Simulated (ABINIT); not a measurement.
An input for ABINIT 10.8.3 (Na3OBr (Pm-3m)):

```
acell 3*1.0 Angstrom
rprim 
  4.533130000000 0.000000000000 0.000000000000
  0.000000000000 4.533130000000 0.000000000000
  0.000000000000 0.000000000000 4.533130000000
ntypat 3
znucl 11 35 8
natom 5
typat 1 1 1 2 3
xred 
  0.000000000000 0.500000000000 0.500000000000
  0.500000000000 0.000000000000 0.500000000000
  0.500000000000 0.500000000000 0.000000000000
  0.000000000000 0.000000000000 0.000000000000
  0.500000000000 0.500000000000 0.500000000000
pp_dirpath "pseudos"
pseudos "Na.upf, Br.upf, O.upf"
ecut 38
nspinor 2
ngkpt 4 4 4
nshiftk 1
shiftk 0 0 0
kptopt 1
chksymbreak 0
nband 52
occopt 1
tolvrs 1e-10
nstep 60
prtwf 0
optforces 0
optstress 0
indata_prefix "in"
outdata_prefix "out"
tmpdata_prefix "tmp"
```

```sh
OMP_NUM_THREADS=1 mpirun -n 8 abinit run.abi > log
```

**Question.** How long will it take on 8 MPI ranks of Arm Neoverse V2, shared host, and how much memory?

It took 80 s; on shared hardware allow 40 s to 2.7 min. Peak host memory was 0.82 GiB.

[Paths, hosts, dates, memory and timing lines, banners, echoed tables and standing remarks are left out of the program output.]

[Logs are printed without paths, hosts, clocks, repeated set-up lines and the standing remarks that a program may print on its own settings, such as how far it seeks lower states.]

[Runs of the session that timed out or met a known fault of the program may be left out.]

[Hosts, paths, dates, database ids (printed as entryN), source tags and the programs' standing remarks are cut or masked in the printed files.]

[G0W0 gaps are taken among the corrected bands and points alone; a level outside them can change the order at an edge.]

[Where Ansatz stands beside ABINIT at settings called matched, ABINIT's density can come from a denser mesh and the files from another edition; pairs whose starting gaps differed by over 0.03 eV were left out, so agreement reads better than it is.]
